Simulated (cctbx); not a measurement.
## Accept or mend?

Cell a = 6.8170 Å, b = 6.8170 Å, c = 21.7600 Å, α = 90.00°, β = 90.00°, γ = 120.00°; space group P6_3/mmc (no. 194). The compound is Sr2Ta.

The data are simulated with cctbx, not measured: synchrotron X-rays, λ = 0.6889 Å, to d = 0.8 Å, 70 % of the full sphere, strongest reflection 20000 counts, noise from counting, a 4 % proportional error and a noise floor of 15 counts (s.d.); no absorption.

An isotropic refinement with weights 1/σ² prints:

```text
Rint 0.045, 391 unique reflections to 0.80 A
cycle     R1     wR2    GooF  max shift (A)
   1  0.3270  0.6478  26.089   0.05963
  12  0.0208  0.0882   3.552   0.00031
final R1 0.0208 wR2 0.0882 GooF 3.552  parameters 12  data/parameter 32.6
atom        x        y        z      Ueq    occ   su(xyz)  su(Uiso or U11)
Ta1    0.66667  0.33333  0.15760   0.0039  1.000  0.00006  0.0003
Ta2    0.00000  0.00000  0.90791   0.0029  1.000  0.00005  0.0003
Sr1    0.33762  0.16881  0.75000   0.0049  1.000  0.00041  0.0005
Sr2    0.66667  0.33333  0.87816   0.0053  1.000  0.00013  0.0006
Sr3    0.00000  0.50000  0.50000   0.0049  1.000  0.00000  0.0005
Sr4    0.61480  0.80740  0.16025   1.0000  1.000  0.01134  0.0479
difference map: max 1.88 min -2.66 rms 0.52
Q1    0.1989  0.5994  0.2500    6    1.96  1.69 A from Sr1
Q2    0.0000  0.0000  0.0257    4    1.86  1.44 A from Ta2
Q3    0.2695  0.5390  0.2210   12    1.71  1.35 A from Sr1
Q4    0.3333  0.6667  0.6566    4    1.67  0.02 A from Ta1
Q5    0.3333  0.6667  0.0497    4    1.57  1.57 A from Sr2
Q6    0.3333  0.6667  0.2500    2    1.52  1.94 A from Sr1
```

Q: Accept it or mend it, and why?

Mend it. The fault: spurious atom: Sr4. Against the right model at the same level, R1 goes from 0.0123 to 0.0208 and GooF from 0.94 to 3.55 and Sr4 takes U = the program's ceiling. A site with no density behind it hides by a very large U or drifts.

The compound is Sr2Ta. The right model at the same level gives:

```text
Rint 0.045, 391 unique reflections to 0.80 A
cycle     R1     wR2    GooF  max shift (A)
   1  0.1402  0.2826  11.335   0.04128
   2  0.0123  0.0236   0.945   0.00000
final R1 0.0123 wR2 0.0236 GooF 0.945  parameters 9  data/parameter 43.4
atom        x        y        z      Ueq    occ   su(xyz)  su(Uiso or U11)
Ta1    0.66667  0.33333  0.15760   0.0046  1.000  0.00002  0.0001
Ta2    0.00000  0.00000  0.90788   0.0036  1.000  0.00001  0.0001
Sr1    0.33757  0.16879  0.75000   0.0055  1.000  0.00011  0.0001
Sr2    0.66667  0.33333  0.87811   0.0059  1.000  0.00003  0.0001
Sr3    0.00000  0.50000  0.50000   0.0056  1.000  0.00000  0.0001
difference map: max 1.34 min -1.40 rms 0.34
Q1    0.2461  0.4922  0.6460   12    1.36  1.06 A from Ta1
Q2    0.0000  0.0000  0.0270    4    1.36  1.42 A from Ta2
Q3    0.3333  0.6667  0.5298    4    1.28  2.07 A from Sr3
Q4    0.2139  0.6069  0.7218   12    1.17  1.56 A from Ta1
Q5    0.1457  0.2913  0.6105   12    1.17  1.77 A from Ta2
Q6    0.3333  0.6667  0.5674    4    1.11  1.96 A from Ta1
```

Isotropic U is held between 0.0001 and 1 Å² by the program, and listed peak heights are interpolated, so they can pass the grid's maximum.

This is a model crystal, built by substitution and not relaxed, with assumed displacement parameters.

[Middle refinement cycles are left out of these outputs.]

[Logs are printed without paths, hosts, clocks, repeated set-up lines and the standing remarks that a program may print on its own settings, such as how far it seeks lower states.]
